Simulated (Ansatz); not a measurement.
## Mg2C (model cell, started as cuprite): from the cell to its phonons

Aim: the vibrations of Mg2C (model cell, started as cuprite), their spectra, and whether the structure is stable.

Method: DFT PBE, scalar-relativistic, plane waves, PAW, in Ansatz 0.2.0.

Most raw output is cut from this account.

The structure was built from a prototype and need not be the compound's stable phase.

### 1. Starting point

Symmetry: Pn-3m, No. 224, cubic system. The conventional cell has a = 4.512 Å, b = 4.512 Å, c = 4.512 Å, α = 90.00°, β = 90.00°, γ = 90.00°. C has 4 Mg at 1.95 Å nearest. Nearest to Mg lie 2 C at 1.95 Å. Farther neighbours are not listed.

### 2. Coarse relaxation

A rough relaxation comes first, because large forces or stress need no tight tolerances yet.

input.yaml reads:

```yaml
crystal:
  lattice:
    - [4.51165, 0.0, 0.0]
    - [0.0, 4.51165, 0.0]
    - [0.0, 0.0, 4.51165]
  atoms:
    - { symbol: C, position: [0.0, 0.0, 0.0] }
    - { symbol: C, position: [0.5, 0.5, 0.5] }
    - { symbol: Mg, position: [0.25, 0.25, 0.25] }
    - { symbol: Mg, position: [0.75, 0.75, 0.25] }
    - { symbol: Mg, position: [0.75, 0.25, 0.75] }
    - { symbol: Mg, position: [0.25, 0.75, 0.75] }
kpoints:
  mp_grid: { grid: [4, 4, 4] }
hamiltonian:
  xc: pbe
scf:
  occupations: { method: gaussian, width: 0.1 }
output:
  forces: true
  stress: true
  eigenvalues: true
relax:
  adjacent_minimum: "off"
  f_tol: 0.05
  max_steps: 80
  cell: { stress_tol: 0.5 }
```

Command:

```bash
$ ansatz run input.yaml --threads 8 --pin off --max-ram 14336MiB --backend cpu --events-out ev --progress --plain --runs-dir out
```

It took 2 s on 8 threads of Arm Neoverse V1, shared host; peak memory 0.44 GiB.

The steps of the relaxation:

```
step  energy less that of the first step (eV)  largest force component (eV/Å)  pressure (GPa)  volume (Å³)
   1                                   0.0000                          0.0000           18.27        91.83
   2                                  -0.8089                          0.0000            6.87       102.62
   3                                  -0.9971                          0.0000            1.34       110.41
   4                                  -1.0055                          0.0000            0.15       112.49
  5*                                  -1.0355                          0.0000            0.47       112.49
```

Relaxation steps marked * repeat the geometry before them on a plane-wave basis chosen anew for their cell, so energy and pressure can jump there.

The run keeps the 48 symmetry operations that it works with, so distortions that break them were not tested.

| conventional cell, symmetrised | before | after | change |
| --- | --- | --- | --- |
| a (Å) | 4.512 | 4.827 | +7.0 % |
| b (Å) | 4.512 | 4.827 | +7.0 % |
| c (Å) | 4.512 | 4.827 | +7.0 % |
| volume (Å³/atom) | 15.31 | 18.75 | +22.5 % |

The relaxed structure:

```cif
data_structure
_symmetry_space_group_name_H-M 'P 1'
_symmetry_Int_Tables_number 1
_cell_length_a 4.8273
_cell_length_b 4.8273
_cell_length_c 4.8273
_cell_angle_alpha 90.000
_cell_angle_beta 90.000
_cell_angle_gamma 90.000
_cell_volume 112.49
loop_
_atom_site_label
_atom_site_type_symbol
_atom_site_fract_x
_atom_site_fract_y
_atom_site_fract_z
_atom_site_occupancy
C1 C 0.00000 0.00000 0.00000 1
C2 C 0.50000 0.50000 0.50000 1
Mg3 Mg 0.25000 0.25000 0.25000 1
Mg4 Mg 0.75000 0.75000 0.25000 1
Mg5 Mg 0.75000 0.25000 0.75000 1
Mg6 Mg 0.25000 0.75000 0.75000 1
```

Numbers from this step:

```
pressure          : 0.4712 GPa
volume per atom   : 18.75 Å³
gap on the k-mesh : 0 eV
```

In this step the volume went from 15.31 to 18.75 Å³/atom.

### 3. Relaxation

The cell and atoms are relaxed, since residual forces and stress would shift the frequencies.

Changes to input.yaml since step 2:

```diff
@@ -2,5 +2,5 @@
   lattice:
-    - [4.51165, 0.0, 0.0]
-    - [0.0, 4.51165, 0.0]
-    - [0.0, 0.0, 4.51165]
+    - [4.8273341142, 0.0, 0.0]
+    - [0.0, 4.8273341142, 0.0]
+    - [0.0, 0.0, 4.8273341142]
   atoms:
@@ -13,3 +13,3 @@
 kpoints:
-  mp_grid: { grid: [4, 4, 4] }
+  mp_grid: { grid: [6, 6, 6] }
 hamiltonian:
@@ -22,6 +22,10 @@
   eigenvalues: true
+  write_density: true
+  write_potential: true
+  elf: true
+  volumetric_format: npy
 relax:
   adjacent_minimum: "off"
-  f_tol: 0.05
+  f_tol: 0.005
   max_steps: 80
-  cell: { stress_tol: 0.5 }
+  cell: { stress_tol: 0.05 }
```

Run time: 3 s. Hardware: 8 threads; peak memory 0.49 GiB.

Relaxation path:

```csv
step,energy less that of the first step (eV),largest force component (eV/Å),pressure (GPa),volume (Å³)
1,0.0000,0.0000,0.43,112.49
2,-0.0007,0.0000,0.14,113.04
3,-0.0007,0.0000,0.00,113.31
4*,-0.0010,0.0000,0.01,113.31
```

Relaxation steps marked * repeat the geometry before them on a plane-wave basis chosen anew for their cell, so energy and pressure can jump there.

The run keeps the 48 symmetry operations that it works with, so distortions that break them were not tested.

```csv
"conventional cell, symmetrised",before,after,change
a (Å),4.827,4.839,+0.2 %
b (Å),4.827,4.839,+0.2 %
c (Å),4.827,4.839,+0.2 %
volume (Å³/atom),18.75,18.88,+0.7 %
```

The relaxed structure:

```cif
data_structure
_symmetry_space_group_name_H-M 'P 1'
_symmetry_Int_Tables_number 1
_cell_length_a 4.8390
_cell_length_b 4.8390
_cell_length_c 4.8390
_cell_angle_alpha 90.000
_cell_angle_beta 90.000
_cell_angle_gamma 90.000
_cell_volume 113.31
loop_
_atom_site_label
_atom_site_type_symbol
_atom_site_fract_x
_atom_site_fract_y
_atom_site_fract_z
_atom_site_occupancy
C1 C 0.00000 0.00000 0.00000 1
C2 C 0.50000 0.50000 0.50000 1
Mg3 Mg 0.25000 0.25000 0.25000 1
Mg4 Mg 0.75000 0.75000 0.25000 1
Mg5 Mg 0.75000 0.25000 0.75000 1
Mg6 Mg 0.25000 0.75000 0.75000 1
```

This step gave:

```
pressure        : 0.007629 GPa
volume per atom : 18.88 Å³
```

Valence density in the ac plane at fractional y = 0.250, with atoms of Mg within 0.2 Å of it. It is the smooth field of the valence electrons, not physical close to the nuclei.

Values in e/Å³, 14 rows by 14 columns, each cell a mean:
```
 0  0  0  0  0  0  0  0  0  0  0  0  0  0
 0  0  0  0  0  0  0  0  0  1  2  2  0  0
 0  0  0  0  0  0  0  0  0  5 16 11  2  0
 0  0  0  0  0  0  0  0  0  7 23 16  2  0
 0  0  0  0  0  0  0  0  0  2  7  5  1  0
 0  0  0  0  0  0  0  0  0  0  0  0  0  0
 0  0  0  0  0  0  0  0  0  0  0  0  0  0
 0  0  0  0  0  0  0  0  0  0  0  0  0  0
 0  0  1  2  1  0  0  0  0  0  0  0  0  0
 0  0  5 16 12  1  0  0  0  0  0  0  0  0
 0  0  7 22 16  2  0  0  0  0  0  0  0  0
 0  0  2  7  5  1  0  0  0  0  0  0  0  0
 0  0  0  0  0  0  0  0  0  0  0  0  0  0
 0  0  0  0  0  0  0  0  0  0  0  0  0  0
```
Columns run along a (4.8 Å), rows up along c (4.8 Å). Atoms in or near the plane, at fractional coordinates: Mg at (0.25, 0.25), Mg at (0.75, 0.75).

Electrostatic potential energy in the ac plane at fractional y = 0.250, with atoms of Mg within 0.2 Å of it. With pseudopotentials it is smooth inside the atoms' cores, unlike the true potential.

Ten even steps from '_' (-67 eV) to '@' (9 eV), each cell a mean:
```
@@@@@@@@@@@@@@@@@@%%%%%%@@@@
@@@@@@@@@@@@@@@@%%**++++##@@
@@@@@@@@@@@@@@@@##--__..++%%
@@@@@@@@@@@@@@@@##::____++%%
@@@@@@@@@@@@@@@@%%++::--**%%
@@@@@@@@@@@@@@@@@@%%####%%@@
@@@@@@@@@@@@@@@@@@@@@@@@@@@@
@@@@%%%%%%@@@@@@@@@@@@@@@@@@
@@%%##++**%%@@@@@@@@@@@@@@@@
@@##--__..**%%@@@@@@@@@@@@@@
@@##::____++%%@@@@@@@@@@@@@@
@@%%++::--##%%@@@@@@@@@@@@@@
@@@@%%####%%@@@@@@@@@@@@@@@@
@@@@@@@@@@@@@@@@@@@@@@@@@@@@
```
Columns run along a (4.8 Å; values clipped at the 3rd and 97th percentile), rows up along c (4.8 Å). Atoms in or near the plane, at fractional coordinates: Mg at (0.25, 0.25), Mg at (0.75, 0.75).

ELF in the ac plane at fractional y = 0.250, with atoms of Mg within 0.2 Å of it. It is the smooth field of the valence electrons, not physical close to the nuclei.

Ten even steps from '0' (0.05) to '9' (0.73), each cell a mean:
```
98642111000048
87421111023314
54210121054430
22101242153430
11112465135520
11124788511000
21124899852111
10001489864211
10232148742111
01444214421012
21434302210124
51344201111246
84111001112478
98520112112589
```
Columns run along a (4.8 Å), rows up along c (4.8 Å). Atoms in or near the plane, at fractional coordinates: Mg at (0.25, 0.25), Mg at (0.75, 0.75).

In this step the volume went from 18.75 to 18.88 Å³/atom.

### 4. Tight relaxation

Phonons need a cell at rest on their own settings, so the relaxation is repeated with tight tolerances on forces and stress, using the mesh and the filling of the phonon run that follows.

input.yaml, the sections that differ from step 3:

```yaml
crystal:
  lattice:
    - [4.8390002607, 0.0, 0.0]
    - [0.0, 4.8390002607, 0.0]
    - [0.0, 0.0, 4.8390002607]
  atoms:
    - { symbol: C, position: [0.0, 0.0, 0.0] }
    - { symbol: C, position: [0.5, 0.5, 0.5] }
    - { symbol: Mg, position: [0.25, 0.25, 0.25] }
    - { symbol: Mg, position: [0.75, 0.75, 0.25] }
    - { symbol: Mg, position: [0.75, 0.25, 0.75] }
    - { symbol: Mg, position: [0.25, 0.75, 0.75] }
scf:
  occupations: { method: methfessel_paxton, width: 0.15 }
relax:
  adjacent_minimum: "off"
  f_tol: 0.001
  max_steps: 60
  cell: { stress_tol: 0.01 }
# kpoints, hamiltonian, output: as in step 3
```

It took 2.1 s on 8 threads; peak memory 0.48 GiB.

Little changed from the start: no atom moved by 0.005 Å and no cell edge by 0.1 %.

Numbers from this step:

```
pressure : 0.003775 GPa
```

Valence density in the ac plane at fractional y = 0.250, with atoms of Mg within 0.2 Å of it. It is the smooth field of the valence electrons, not physical close to the nuclei.

Values in e/Å³, 14 rows by 14 columns, each cell a mean:
```
 0  0  0  0  0  0  0  0  0  0  0  0  0  0
 0  0  0  0  0  0  0  0  0  1  2  2  0  0
 0  0  0  0  0  0  0  0  0  5 16 11  2  0
 0  0  0  0  0  0  0  0  0  7 23 16  2  0
 0  0  0  0  0  0  0  0  0  2  7  5  1  0
 0  0  0  0  0  0  0  0  0  0  0  0  0  0
 0  0  0  0  0  0  0  0  0  0  0  0  0  0
 0  0  0  0  0  0  0  0  0  0  0  0  0  0
 0  0  1  2  1  0  0  0  0  0  0  0  0  0
 0  0  5 16 12  1  0  0  0  0  0  0  0  0
 0  0  7 22 16  2  0  0  0  0  0  0  0  0
 0  0  2  7  5  1  0  0  0  0  0  0  0  0
 0  0  0  0  0  0  0  0  0  0  0  0  0  0
 0  0  0  0  0  0  0  0  0  0  0  0  0  0
```
Columns run along a (4.8 Å), rows up along c (4.8 Å). Atoms in or near the plane, at fractional coordinates: Mg at (0.25, 0.25), Mg at (0.75, 0.75).

Electrostatic potential energy in the ac plane at fractional y = 0.250, with atoms of Mg within 0.2 Å of it. With pseudopotentials it is smooth inside the atoms' cores, unlike the true potential.

Ten even steps from '_' (-67 eV) to '@' (9 eV), each cell a mean:
```
@@@@@@@@@@@@@@@@@@%%%%%%@@@@
@@@@@@@@@@@@@@@@%%**++++##@@
@@@@@@@@@@@@@@@@##--__..++%%
@@@@@@@@@@@@@@@@##::____++%%
@@@@@@@@@@@@@@@@%%++::--**%%
@@@@@@@@@@@@@@@@@@%%####%%@@
@@@@@@@@@@@@@@@@@@@@@@@@@@@@
@@@@%%%%%%@@@@@@@@@@@@@@@@@@
@@%%##++**%%@@@@@@@@@@@@@@@@
@@##--__..**%%@@@@@@@@@@@@@@
@@##::____++%%@@@@@@@@@@@@@@
@@%%++::--##%%@@@@@@@@@@@@@@
@@@@%%####%%@@@@@@@@@@@@@@@@
@@@@@@@@@@@@@@@@@@@@@@@@@@@@
```
Columns run along a (4.8 Å; values clipped at the 3rd and 97th percentile), rows up along c (4.8 Å). Atoms in or near the plane, at fractional coordinates: Mg at (0.25, 0.25), Mg at (0.75, 0.75).

ELF in the ac plane at fractional y = 0.250, with atoms of Mg within 0.2 Å of it. It is the smooth field of the valence electrons, not physical close to the nuclei.

Ten even steps from '0' (0.05) to '9' (0.73), each cell a mean:
```
98642111000048
87421111023314
54210121054430
22101242153430
11112465135520
11124788511000
21124899852111
10001489864211
10232148742111
01444214421012
21434302210124
51344201111246
84111001112478
98520112112589
```
Columns run along a (4.8 Å), rows up along c (4.8 Å). Atoms in or near the plane, at fractional coordinates: Mg at (0.25, 0.25), Mg at (0.75, 0.75).

The forces vanish by symmetry and the pressure is 0.004 GPa, within the tolerances set. The cell now holds 18.88 Å³/atom.

### 5. The dispersion

Stability and thermal properties need the whole zone. Linear response on a 2×2×2 q mesh gives force constants as far as a supercell of that size would.

input.yaml, the sections that differ from step 4:

```yaml
output:
  eigenvalues: true
phonons:
  method: dfpt
  qmesh: [2, 2, 2]
  temperatures: { t_max: 1000, t_step: 50 }
  qpath:
    path:
      - [[0.0, 0.0, 0.0], [0.0, 0.5, 0.0], [0.5, 0.5, 0.0], [0.0, 0.0, 0.0], [0.5, 0.5, 0.5], [0.0, 0.5, 0.0]]
      - [[0.5, 0.5, 0.5], [0.5, 0.5, 0.0]]
    npoints: 10
# crystal, kpoints, hamiltonian, scf: as in step 4
# relax: removed
```

It took 45 s on 8 threads; peak memory 1.2 GiB; 5.7 min of CPU time.

Numbers from this step:

```yaml
sum_rule_residual_before_enforcement: 1.29e-5 eV/Å²
lowest_frequency_on_the_path: -54.63 cm⁻¹
point_group: m-3m
highest_frequency_on_the_path_or_at_a_solved_wavevector: 626.1 cm⁻¹
highest_optical_mode_at_the_zone_centre_no_lo_to_term: 608.3 cm⁻¹
lowest_optical_zone_centre_mode: -54.63 cm⁻¹
lowest_mode_on_the_q_mesh_acoustic_modes_at_gamma_apart: -54.63 cm⁻¹
```

Frequencies (cm⁻¹) solved at each irreducible wavevector; negative means imaginary. Frequencies by wavevector, by row:

| q in reciprocal lattice units | star | mode 1 | mode 2 | mode 3 | mode 4 | mode 16 | mode 17 | mode 18 |
| --- | --- | --- | --- | --- | --- | --- | --- | --- |
| 0 0 0 | 1 | -54.6 | -54.6 | -54.6 | 0 | 608.3 | 608.3 | 608.3 |
| 0 0 -0.5 | 3 | 68.4 | 68.4 | 103.3 | 103.3 | 603.3 | 613.7 | 613.7 |
| 0 -0.5 -0.5 | 3 | -30.9 | -30.9 | 56.5 | 56.5 | 572.3 | 613.1 | 613.1 |
| -0.5 -0.5 -0.5 | 1 | -32.4 | -32.4 | 83 | 83 | 626.1 | 626.1 | 626.1 |

Interpolated from a 2×2×2 q mesh. Phonon branches along the path, in cm⁻¹:

```csv
point,branch 1,branch 2,branch 3,branch 4,branch 15,branch 16,branch 17,branch 18
Γ,-55,-55,-55,0,484,608,608,608
halfway,35,35,67,83,551,611,611,612
X,68,68,103,103,603,603,614,614
halfway,56,56,93,93,588,588,615,615
M,-31,-31,56,56,572,572,613,613
halfway,-38,56,67,99,552,606,613,614
Γ,-55,-55,-55,0,484,608,608,608
halfway,38,38,79,79,558,601,616,616
R,-32,-32,83,83,485,626,626,626
halfway,56,74,80,88,560,599,618,619
X,68,68,103,103,603,603,614,614
jump to R,-32,-32,83,83,485,626,626,626
halfway,14,58,58,78,525,610,620,620
M,-31,-31,56,56,572,572,613,613
```

Tetrahedra on a 14×14×14 mesh, mean over bins of 10 cm-1. Interpolated from a 2×2×2 q mesh. The phonon density of states by wavenumber; read off at these points:

```csv
wavenumber (cm⁻¹),phonon density of states (1/cm⁻¹/cell)
-55,5.0e-5
-25,0.0107
5,0.00876
45,0.0288
75,0.0721
95,0.0745
105,0.0479
135,0.0530
175,0.0370
205,0.0471
235,0.0364
265,0.0047
305,0.0122
335,0.0093
365,0.00473
395,0.00205
435,0
465,4.4e-4
485,0.0652
495,0.0515
525,0.00428
565,0.0270
595,0.0381
615,0.185
625,0.0211
```

The partial phonon density of states has structure finer than the step of the table below, so its rows give means over 20 cm⁻¹, whole bins alone (the curve runs from -64.6 to 654 cm⁻¹). Peaks (cm⁻¹: height): C 89.1: 0.0138, 482.5: 0.0608, 613.7: 0.0854; Mg -23.9: 0.0127, 71.0: 0.0592, 188.6: 0.0444, 306.2: 0.0107, 613.7: 0.0627.

Phonopy on the run's constants, 11x11x11 mesh, Gaussian sigma 5.1 cm-1. Interpolated from a 2×2×2 q mesh. Partial phonon density of states against wavenumber; means over each step; values in 1/cm⁻¹/cell:

```csv
wavenumber (cm⁻¹),C,Mg
-40,7.1e-4,0.00509
-20,0.00133,0.00917
0,5.8e-4,0.00357
20,0.00143,0.0124
40,0.00372,0.0232
60,0.00758,0.0432
80,0.0125,0.0576
100,0.00917,0.0524
120,0.00283,0.0510
140,0.00284,0.0470
160,0.00195,0.0380
180,0.00315,0.0411
200,0.00552,0.0402
220,0.00372,0.0352
240,0.00439,0.0214
260,0.00215,0.00469
280,0.00291,0.00474
300,0.00453,0.00749
320,0.00400,0.00689
340,0.00334,0.00614
360,0.00158,0.00336
380,0.00101,0.00237
400,4.7e-4,0.00150
420,7.2e-5,4.3e-4
440,3.2e-6,3.0e-5
460,0.00431,2.1e-5
480,0.0481,4.9e-4
500,0.0435,8.7e-4
520,0.00657,0.00105
540,0.00582,0.00297
560,0.0138,0.00806
580,0.0111,0.00691
600,0.0325,0.0230
620,0.0514,0.0373
640,0.00113,7.7e-4
```

Symmetry leaves 4 wavevectors to solve. The lowest mode among them, the acoustic zeros apart, lies at Γ and is imaginary, 54.6i cm⁻¹, so the energy falls along it.

### 6. What came out

| Item | Value |
| --- | --- |
| space group after relaxation (within 0.01 Å) | Pn-3m |
| volume per atom | 18.9 Å³ |
| electronic character | no gap on this mesh |
| highest optical mode at the zone centre (no LO-TO term) | 608 cm⁻¹ |
| lowest optical zone-centre mode | -54.6 cm⁻¹ |
| lowest mode on the q mesh (acoustic modes at Γ apart) | -54.6 cm⁻¹ |
| highest frequency on the path or at a solved wavevector | 626 cm⁻¹ |
| imaginary modes on the 2×2×2 q mesh | yes |

In words: Modes are clearly imaginary (beyond 10i cm⁻¹) at 3 of the 4 irreducible wavevectors, most at Γ (54.6i cm⁻¹), so this structure is not a minimum of the energy. The optical modes at Γ span -55 to 608 cm⁻¹ (negative means imaginary). With no gap, or one that is small against the smearing, the frequencies hang on the k mesh and the smearing, most of all near Kohn anomalies. The starting cell was built on a prototype and not taken from a measurement, so the phase need not exist. These are harmonic frequencies at zero temperature: anharmonic shifts, linewidths and thermal expansion are left out.

[Logs are printed without paths, hosts, clocks, repeated set-up lines and the standing remarks that a program may print on its own settings, such as how far it seeks lower states.]

[Hosts, paths, dates, database ids (printed as entryN), source tags and the programs' standing remarks are cut or masked in the printed files.]
